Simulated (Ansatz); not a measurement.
# Which site? a vacancy of C in (5,5) carbon nanotube bundle (80 atoms), part 2 of 3

Aim: make a vacancy of C at several sites of (5,5) carbon nanotube bundle (80 atoms), relax each, and compare their energies.

Ansatz 0.2.0; Kohn-Sham DFT, PBE+D4, PAW (set soft_2), plane waves.

So far. Step 2 (Single point at the start): The r.m.s. force at the start is 0.18 eV/Å. Step 3 (Relaxation): The relaxation converged after 3 steps, 0.693 eV below its start, with a largest force component of 0.018 eV/Å.

## (4) Single point at the relaxed geometry

The electronic structure is read at the final geometry, in a run of its own.

Input file input.yaml:

```yaml
crystal:
  lattice:
    - [10.08135, 0.0, 0.0]
    - [-5.04067, 8.7307, 0.0]
    - [0.0, 0.0, 9.72051]
  atoms:
    - { symbol: C, position: [0.37534, 0.08154, 0.13115] }
    - { symbol: C, position: [0.39218, 0.16022, 0.00615] }
    - { symbol: C, position: [0.37407, 0.2915, 0.00615] }
    - { symbol: C, position: [0.34013, 0.34001, 0.13115] }
    - { symbol: C, position: [0.23141, 0.39095, 0.13115] }
    - { symbol: C, position: [0.15954, 0.39095, 0.25615] }
    [... 68 atom lines left out ...]
    - { symbol: C, position: [0.76859, 0.60905, 0.00615] }
    - { symbol: C, position: [0.84046, 0.60905, 0.88115] }
    - { symbol: C, position: [0.00012, 0.65999, 0.88115] }
    - { symbol: C, position: [0.08257, 0.7085, 0.00615] }
    - { symbol: C, position: [0.23195, 0.83978, 0.00615] }
    - { symbol: C, position: [0.2938, 0.91846, 0.88115] }
kpoints:
  mp_grid: { grid: [2, 2, 2] }
hamiltonian:
  xc: pbe
  dispersion: d4
scf:
  occupations: { method: fermi_dirac, width: 0.025 }
output:
  forces: true
  stress: true
  populations: true
  dos:
    method: { smearing: { sigma: 0.08 } }
    de: 0.1
    projected: { site_lists: { C: [C] } }
  eigenvalues: true
  write_density: true
  write_potential: true
  volumetric_format: npy
```

On the command line:

```sh
> ansatz run input.yaml --threads 8 --pin off --max-ram 15872MiB --backend cpu --events-out ev --progress --plain --runs-dir out
```

Numbers of over 12 decimals in the logs are rounded to 6 here.

The log of the run:

```text
Warning: the atoms were moved onto the symmetric positions of the space group found under crystal.symmetry.tolerance 1.0e-5 (fractional; no operation is sought that the atoms, as they stand in a round, miss by more than twice it, and no atom is moved by as much as it), and the run uses the moved positions. [...]
[...]
Crystal: 80 atoms, lattice volume = 855.572 Å³
Basis set: ecut = 420 eV, 16749 PW (Γ), exchange–correlation on 144×144×144 points (8 copies of the dense FFT grid, shifted against one another)
Bands: 240, of which v1, the nominal top of the filled ones, is band 160 counted from 1 (159 counted from 0)
Symmetry: 32 space group operations
[...]
k-points: 6 of 8
[...]
SCF iter   1: F=—  HF=-20072.648366 eV  |F-HF|=—  |Δ(HF+E_count)|=         —  Δρ=4.55e-3  dr2=1.73e-1  ethr=1.77e-3  ⟨swp⟩=6.8  Hψ=6556  notcnv=0  defer=305
[...]
SCF iter   9: F=-20072.700483 eV  HF=-20072.700483 eV  |F-HF|=2.50e-9  |Δ(HF+E_count)|=   4.63e-9  Δρ=6.46e-7  dr2=2.93e-9  ethr=3.13e-11  ⟨swp⟩=8.0  Hψ=7723  notcnv=0
SCF 1 converged in 9 iterations: F = -20072.700483 eV  dr2 = 2.93e-9
[...]
WARN: The input density's exchange-correlation potential varies sharply where the density is thin. Do not read a vacuum level from v_tot or v_xc, or from such a field of the output density. On a cell that repeats whose density bears no net charge and no dipole along the vacuum's axis use v_es (v_loc + v_h of the components); [...]
SCF converged after 9 iterations
Free energy (F): -20072.700483 eV
[...]
Internal energy: -20072.700483 eV  (E = F + TS)
E sigma→0 (E₀):  -20072.700483 eV
Fermi energy:    5.112822 eV
[...]
--- Forces (eV/Å), atoms counted from 1 ---
  atom   1  C     -0.00056941     0.01644359     0.00000000
  atom   2  C      0.00662013    -0.01531064    -0.00000000
  atom   3  C     -0.01121663     0.00696299     0.00000000
  atom   4  C      0.01294791    -0.00537845    -0.00000000
  atom   5  C     -0.01760698     0.00382387     0.00000000
  atom   6  C      0.01760698     0.00382386    -0.00000000
  atom   7  C     -0.01294791    -0.00537845     0.00000000
  atom   8  C      0.01121663     0.00696298     0.00000000
  atom   9  C     -0.00662013    -0.01531063     0.00000000
  atom  10  C      0.00056942     0.01644359     0.00000000
  atom  11  C      0.00056941    -0.01644359     0.00000000
  atom  12  C     -0.00662013     0.01531064    -0.00000000
  atom  13  C      0.01121663    -0.00696299    -0.00000000
  atom  14  C     -0.01294791     0.00537845    -0.00000000
[...]
atom  79  C      0.00662013     0.01531063    -0.00000000
  atom  80  C     -0.00056942    -0.01644359     0.00000000
  max |Σ_I F_I| component: 2.08e-17 eV/Å
--- Stress (GPa, compression-positive) ---
       -0.623004       0.000000       0.000000
        0.000000      -0.141365       0.000000
        0.000000      -0.000000      10.778968
  P = ⅓ Tr σ = 3.3382 GPa (33.382 kbar)
--- Band table (eV; the first three rows and the last of 6) ---
[...]
--- Löwdin populations: 80 sites ---
  site symbol       q [e]
     0      C      3.9621
     1      C      3.9601
     2      C      3.9620
[...]
79      C      3.9621
  spilling = 0.009702 (of n_electrons = 320.000000)
```

Elapsed: 22 s, on 8 threads of Arm Neoverse V2, shared host; peak memory 5.5 GiB; 2.8 min of CPU time.

The program notes that positions were snapped to a detected symmetry and the exchange-correlation potential is rough where the density is thin.

Numbers from this run:

| Item | Value |
| --- | --- |
| free energy | -20072.7005 eV |
| free energy per atom | -250.9088 eV/atom |
| SCF cycles | 9 |
| pressure | 3.338 GPa |
| r.m.s. force component | 0.00911 eV/Å |
| longest force | 0.01802 eV/Å |
| Fermi energy | 5.113 eV |
| spilling of the projection | 0.009702 |

The mean of these charges, 0.039 e, is only the charge that the projection spills.

Löwdin charges by element (they lack the spilled electrons, 0.039 e an atom on average):

```csv
element,coordination,atoms,mean charge (e),spread,least,most
C,all,80,0.0388,9.0e-4,0.0379,0.0399
```

Density of states as counts of states in windows of 1 eV (from the Fermi level), total and the larger projections:

```csv
from (eV),to (eV),total,C p,C s
-10,-9,23.8,19.5,4.1
-9,-8,10.9,8.9,1.8
-8,-7,36.5,33.6,2.4
-7,-6,31.4,30.2,1.0
-6,-5,18.7,18.0,0.6
-5,-4,28.7,27.8,0.7
-4,-3,17.6,17.4,0.2
-3,-2,19.7,19.5,0.1
-2,-1,8.2,8.1,0.0
-1,0,3.5,3.5,0.0
0,1,4.0,3.9,0.0
1,2,14.1,13.3,0.3
2,3,17.5,16.3,0.4
3,4,10.4,7.2,0.3
4,5,16.5,11.4,1.0
```

The curve was stored every 0.100 eV, coarse against its broadening of 0.08 eV, so these counts are rough.

Between -20 and -10 eV lie 121 more states.

The levels nearest the highest filled one (over half full), pooled over k-points and spins:

```csv
level less the highest filled one (eV),occupation
-0.0886,2
-0.0886,2
-0.0112,2
-0.0112,2
0,2
0,2
1.12,0
1.12,0
1.37,0
1.37,0
1.39,0
1.39,0
```

Electrostatic potential energy in the cb plane at fractional x = 0.374, with atoms of C within 0.2 Å of it. With pseudopotentials it is smooth inside the atoms' cores, unlike the true potential.

Ten even steps from '_' (-63 eV) to '@' (9 eV), each cell a mean:
```
@@@@%%%%%%@@@@@@@@%%##%%@@@@@@@@%%##%%@@@@@@@@%%%%%%@@
@@@@@@%%%%@@@@@@@@%%%%%%@@@@@@@@%%%%@@@@@@@@@@%%%%@@@@
@@@@@@@@@@@@@@@@@@@@@@@@@@@@@@@@@@@@@@@@@@@@@@@@@@@@@@
@@@@@@@@@@@@@@@@@@@@@@@@@@@@@@@@@@@@@@@@@@@@@@@@@@@@@@
@@@@@@@@@@@@@@@@@@@@@@@@@@@@@@@@@@@@@@@@@@@@@@@@@@@@@@
@@@@@@@@@@@@@@@@@@@@@@@@@@@@@@@@@@@@@@@@@@@@@@@@@@@@@@
@@@@@@@@@@@@@@@@@@@@@@@@@@@@@@@@@@@@@@@@@@@@@@@@@@@@@@
@@@@@@@@@@@@@@@@@@@@@@@@@@@@@@@@@@@@@@@@@@@@@@@@@@@@@@
@@@@@@@@@@@@@@@@@@@@@@@@@@@@@@@@@@@@@@@@@@@@@@@@@@@@@@
@@@@@@@@@@@@@@@@@@@@@@@@@@@@@@@@@@@@@@@@@@@@@@@@@@@@@@
@@@@@@@@@@@@@@@@@@@@@@@@@@@@@@@@@@@@@@@@@@@@@@@@@@@@@@
@@@@@@@@@@@@@@@@@@@@@@@@@@@@@@@@@@@@@@@@@@@@@@@@@@@@@@
@@@@@@@@@@@@@@@@@@@@@@@@@@@@@@@@@@@@@@@@@@@@@@@@@@@@@@
@@@@%%%%%%@@@@@@@@%%%%%%@@@@@@@@%%%%%%@@@@@@@@%%%%@@@@
@@%%**--==##%%@@%%++::++%%%%%%%%==--**%%@@%%##----**%%
==**++..::**++++**==..--**++++**--..==**++++**::..++**
__::******++____--##**##==____++******--__..********..
..==%%%%%%##::..++%%@@%%++..::**%%@@%%==..::##%%%%##--
++##%%@@@@%%**++##@@@@@@%%****%%@@@@%%##++**%%@@@@%%##
..==%%%%%%##::..++%%%%%%**::::**%%%%%%==..--##%%%%##--
__--**++++**..__==**++**++....++**++**==__::**++++**::
++**==__..++**++**::__::********..__--**++**++____==**
%%%%++..::##%%%%%%==..--##%%%%##::..==%%%%%%**....++%%
@@@@%%####%%@@@@@@%%####@@@@@@%%####%%@@@@@@%%####%%@@
```
Columns run along c (9.7 Å; values clipped at the 3rd and 97th percentile), rows up along b (10.1 Å). Atoms in or near the plane, at fractional coordinates: C at (0.13, 0.08), C at (0.01, 0.16), C at (0.01, 0.29), C at (0.38, 0.08), C at (0.26, 0.16), C at (0.26, 0.29), C at (0.63, 0.08), C at (0.51, 0.16), C at (0.51, 0.29), C at (0.88, 0.08), C at (0.76, 0.16), C at (0.76, 0.29).

Valence density in the cb plane at fractional x = 0.374, with atoms of C within 0.2 Å of it. It is the smooth field of the valence electrons, not physical close to the nuclei.

Ten even steps from '_' (0.0 e/Å³) to '@' (2.0 e/Å³), each cell a mean:
```
__..::====..____..--==--..____..--==::..____::====::..
__....::::..____..::::::..____..::::....____..::::..__
______....__________....________....__________....____
______________________________________________________
______________________________________________________
______________________________________________________
______________________________________________________
______________________________________________________
______________________________________________________
______________________________________________________
______________________________________________________
______________________________________________________
______....__________..__________....__________....____
____::--::..____..::--::..____..::--::..____..::--..__
::::==****==::::--++**++--::::--****++--::::==****==::
**##%%%%%%%%##**##%%%%%%##****%%%%%%%%##**##%%%%%%%%##
@@@@##++**%%@@@@@@**++**@@@@@@%%**++##@@@@@@%%**++##@@
@@##--::::==%%@@**--..::++@@@@++::..--**@@%%==::::==##
@@**::....--##%%++..__..==%%%%==..__::++@@##--....::**
@@##--::::++%%@@**--::--**%%%%++::::--**@@%%==::::==##
@@@@%%****%%@@@@@@##**##@@@@@@@@##**##@@@@@@%%****%%@@
++##@@@@@@%%****##@@@@@@%%****%%@@@@@@##****@@@@@@@@##
..--**@@%%==::::--##@@##==::::==%%@@**--::::++%%%%++::
__..--****::..__..==##++::____::++##==..__..--****--..
```
Columns run along c (9.7 Å), rows up along b (10.1 Å). Atoms in or near the plane, at fractional coordinates: C at (0.13, 0.08), C at (0.01, 0.16), C at (0.01, 0.29), C at (0.38, 0.08), C at (0.26, 0.16), C at (0.26, 0.29), C at (0.63, 0.08), C at (0.51, 0.16), C at (0.51, 0.29), C at (0.88, 0.08), C at (0.76, 0.16), C at (0.76, 0.29).

No gap is quoted: a carbon tube of such indices can be metallic, and the k-points needn't hold the crossing of its bands. Löwdin charges run from +0.04 to +0.04 e, about a mean that is the spilled charge alone.

## (5) Vacancy of C, site C1

The site has 3 bonded neighbours (C3) at 1.42 Å on average, by cutoffs that count no bonds between two metal atoms or like ions. The change is made in the relaxed cell and the atoms are relaxed again.

input.yaml, the sections that differ from step 4:

```yaml
crystal:
  lattice:
    - [10.08135, 0.0, 0.0]
    - [-5.04067, 8.7307, 0.0]
    - [0.0, 0.0, 9.72051]
  atoms:
    - { symbol: C, position: [0.39218, 0.16022, 0.00615] }
    - { symbol: C, position: [0.37407, 0.2915, 0.00615] }
    - { symbol: C, position: [0.34013, 0.34001, 0.13115] }
    - { symbol: C, position: [0.23141, 0.39095, 0.13115] }
    [... atom lines 5 to 79 left out ...]
output:
  forces: true
  eigenvalues: true
relax:
  f_tol: 0.05
  max_steps: 90
# kpoints, hamiltonian, scf: as in step 4
```

The log of the run:

```text
[...]
Crystal: 79 atoms, lattice volume = 855.572 Å³
Basis set: ecut = 420 eV, 16749 PW (Γ), exchange–correlation on 144×144×144 points (8 copies of the dense FFT grid, shifted against one another)
Bands: 237, of which v1, the nominal top of the filled ones, is band 158 counted from 1 (157 counted from 0)
Symmetry: 2 space group operations
[...]
k-points: 8
[...]
SCF iter   1: F=—  HF=-19813.819105 eV  |F-HF|=—  |Δ(HF+E_count)|=         —  Δρ=7.53e-3  dr2=4.99e-1  ethr=1.77e-3  ⟨swp⟩=6.5  Hψ=8415  notcnv=0  defer=444
[...]
SCF iter  10: F=-19813.821151 eV  HF=-19813.821191 eV  |F-HF|=3.98e-5  |Δ(HF+E_count)|=   4.23e-6  Δρ=6.56e-5  dr2=5.22e-5  ethr=1.98e-8  ⟨swp⟩=23.2  Hψ=15437  notcnv=0
SCF 1 converged in 10 iterations: F = -19813.821151 eV  dr2 = 5.22e-5
[...]
relax step   1: F+E_penalty+E_count = -19813.82115077 eV  Δ(F+E_penalty+E_count) = +0.000e0 eV  max|allowed force component| = 1.919e0 eV/Å  Δτ_max = 0.0000 Å  (10 SCF iters, dr2 threshold 6.25e-5 eV, accepted)
[...]
relax step   2: F+E_penalty+E_count = -19814.45114740 eV  Δ(F+E_penalty+E_count) = -6.300e-1 eV  max|allowed force component| = 1.099e0 eV/Å  Δτ_max = 0.1623 Å  (7 SCF iters, dr2 threshold 1.00e-4 eV, accepted)
[...]
relax step   3: F+E_penalty+E_count = -19814.70682652 eV  Δ(F+E_penalty+E_count) = -2.557e-1 eV  max|allowed force component| = 6.832e-1 eV/Å  Δτ_max = 0.1949 Å  (6 SCF iters, dr2 threshold 7.55e-5 eV, accepted)
relax step   4: F+E_penalty+E_count = -19814.79405584 eV  Δ(F+E_penalty+E_count) = -8.723e-2 eV  max|allowed force component| = 5.239e-1 eV/Å  Δτ_max = 0.0894 Å  (6 SCF iters, dr2 threshold 1.00e-4 eV, accepted)
relax step   5: F+E_penalty+E_count = -19814.83460283 eV  Δ(F+E_penalty+E_count) = -4.055e-2 eV  max|allowed force component| = 3.503e-1 eV/Å  Δτ_max = 0.1049 Å  (6 SCF iters, dr2 threshold 1.00e-4 eV, accepted)
relax step   6: F+E_penalty+E_count = -19814.84368911 eV  Δ(F+E_penalty+E_count) = -9.086e-3 eV  max|allowed force component| = 1.429e-1 eV/Å  Δτ_max = 0.0250 Å  (5 SCF iters, dr2 threshold 5.49e-5 eV, accepted)
relax step   7: F+E_penalty+E_count = -19814.84732801 eV  Δ(F+E_penalty+E_count) = -3.639e-3 eV  max|allowed force component| = 8.104e-2 eV/Å  Δτ_max = 0.0159 Å  (5 SCF iters, dr2 threshold 3.40e-6 eV, accepted)
relax step   8: F+E_penalty+E_count = -19814.84849998 eV  Δ(F+E_penalty+E_count) = -1.172e-3 eV  max|allowed force component| = 7.808e-2 eV/Å  Δτ_max = 0.0119 Å  (7 SCF iters, accepted)
relax step   9: F+E_penalty+E_count = -19814.84924803 eV  Δ(F+E_penalty+E_count) = -7.481e-4 eV  max|allowed force component| = 5.676e-2 eV/Å  Δτ_max = 0.0104 Å  (7 SCF iters, accepted)
[...]
relax step  10: F+E_penalty+E_count = -19814.84967806 eV  Δ(F+E_penalty+E_count) = -4.300e-4 eV  max|allowed force component| = 3.047e-2 eV/Å  Δτ_max = 0.0098 Å  (7 SCF iters, accepted)
SCF converged after 7 iterations
Free energy (F): -19814.849678 eV
[...]
Internal energy: -19814.849678 eV  (E = F + TS)
E sigma→0 (E₀):  -19814.849678 eV
Entropy (-TS):   -0.000000 eV (-0.000 meV/atom)
Fermi energy:    4.964887 eV
[...]
--- Forces (eV/Å), atoms counted from 1 ---
  atom   1  C      0.00747909    -0.01970783    -0.00507286
  atom   2  C     -0.01130267     0.01536873    -0.00398363
  atom   3  C      0.01920779    -0.00932141    -0.00000000
  atom   4  C     -0.00791813     0.00074489     0.00000000
  atom   5  C      0.00501434    -0.00080920     0.00278796
  atom   6  C     -0.00124326    -0.00011847     0.00093289
  atom   7  C      0.00221586     0.00324961     0.00000000
  atom   8  C      0.00111645    -0.00050742    -0.00000000
  atom   9  C      0.00107627     0.00008430    -0.00333765
  atom  10  C     -0.00117676     0.00005976    -0.00066300
  atom  11  C     -0.00084361     0.00301754     0.00000000
  atom  12  C      0.00469083    -0.00397679    -0.00000000
  atom  13  C     -0.00078810     0.00371145    -0.00304288
  atom  14  C     -0.00175376    -0.00100175    -0.01016193
[...]
atom  78  C      0.00691282    -0.00067319    -0.01367091
  atom  79  C      0.00204342     0.02638579     0.00450690
  max |Σ_I F_I| component: 1.01e-4 eV/Å
--- Band table (eV; the first three rows and the last of 8) ---
[...]
--- Relaxed structure (10 steps of the walk, 10 accepted, 0 SCFs on fresh bases) ---
  F+E_penalty+E_count = -19814.84967806 eV   max|allowed force component| = 3.047e-2 eV/Å
  atoms:
    - { symbol: C, position: [0.411836, 0.165848, 0.028830] }
    - { symbol: C, position: [0.369630, 0.279042, 0.011494] }
    - { symbol: C, position: [0.334740, 0.332889, 0.131150] }
    - { symbol: C, position: [0.229148, 0.385765, 0.131150] }
[...]
- { symbol: C, position: [0.297768, 0.927626, 0.884543] }
```

Wall time 3 min (8 threads); peak memory 7.1 GiB.

The relaxation converged after 10 steps, 1.03 eV below its start, with a largest force component of 0.030 eV/Å.

The surroundings of the place of the removed atom, after relaxation: 12 atoms, nearest first, with positions taken from that point. Atoms keep their numbers of the cell before the removal, where the removed atom was number 1.

```csv
atom,x,y,z,distance (Å),bonds
C22,-0.06,0.74,0.99,1.24,2
C2,-0.06,0.74,-1.00,1.24,2
C20,-0.45,-1.21,0.00,1.30,2
C21,0.20,0.05,2.30,2.31,3
C61,0.20,0.05,-2.30,2.31,3
C19,-0.44,-1.94,1.19,2.32,3
C79,-0.44,-1.94,-1.19,2.32,3
C23,-1.05,1.72,1.16,2.33,3
C3,-1.05,1.72,-1.16,2.33,3
C40,-0.01,-1.34,2.40,2.75,3
C80,-0.01,-1.34,-2.40,2.75,3
C4,-1.68,2.19,0.00,2.76,3
```

The column of bonds counts only the pairs C-C within 1.73 Å; other neighbours, such as metal atoms beside each other in a compound, aren't counted, and periodic images can show an atom twice.

The largest move is 0.50 Å, by C20.

(Part 2 of 3 ends here.)

[Logs are printed without paths, hosts, clocks, repeated set-up lines and the standing remarks that a program may print on its own settings, such as how far it seeks lower states.]

[Hosts, paths, dates, database ids (printed as entryN), source tags and the programs' standing remarks are cut or masked in the printed files.]
